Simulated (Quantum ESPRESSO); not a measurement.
# KTaO3, cubic perovskite: band edges under a change of volume

How fast do the gaps move when the cell is scaled evenly? The symmetry of the cell is held, so distortions that would lower it, which this phase may prefer, aren't tested.

Calculated with Quantum ESPRESSO 7.5, PBEsol, GBRV 1.5 ultrasoft potentials, cutoff 680 eV, Fermi–Dirac smearing 0.02 eV, k-mesh 7×7×7, no spin polarisation, no spin-orbit coupling.

Reference cell, relaxed at zero pressure with PBEsol (Pm-3m): a = 3.9869 Å, b = 3.9869 Å, c = 3.9869 Å, α = 90.00°, β = 90.00°, γ = 90.00°.

```csv
atom,x,y,z
Ta,0.5000,0.5000,0.5000
K,0.0000,0.0000,0.0000
O,0.5000,0.5000,0.0000
O,0.5000,0.0000,0.5000
O,0.0000,0.5000,0.5000
```

Levels are read on the k-mesh and along lines from Γ to X = (0, 0.5, 0), M = (0.5, 0.5, 0) and R = (0.5, 0.5, 0.5) in the reciprocal basis of this cell (the letters only name these points), and count from the highest filled level.

```csv
ln(V/V0),gap (eV),direct gap at Γ (eV)
−0.0619,2.258,2.848
−0.0408,2.216,2.823
−0.0202,2.175,2.795
0.0000,2.133,2.763
0.0392,2.049,2.694
0.0583,2.007,2.656
```

**Question.** Fit the direct gap at Γ and give it at ln(V/V0) = 0.0198, a row left out above.

A straight line through the 6 rows: the means are −0.004233 for ln(V/V0) and 2.7632 for the level, Σ(Δx)² = 0.01073 and ΣΔxΔy = −0.01729, so the slope is −0.01729/0.01073 = −1.6115 and the intercept 2.7632 − (−1.6115)(−0.004233) = 2.7563.

The slope is the volume deformation potential of this gap, −1.61 eV, as a mean over the range. The line gives 2.724 eV. The run itself gives 2.730 eV, so the estimate misses by 0.006 eV; the fitted rows themselves lie up to 0.008 eV off the law.

The rows curve: the slope runs from −1.18 between the first two to −1.99 eV between the last two, so the line is a mean over the range.

The gap lies below the direct one at Γ in every row. Semilocal functionals give gaps that are too small, and the error differs from valley to valley, so the order of close valleys can be wrong too.

[Logs are printed without paths, hosts, clocks, repeated set-up lines and the standing remarks that a program may print on its own settings, such as how far it seeks lower states.]
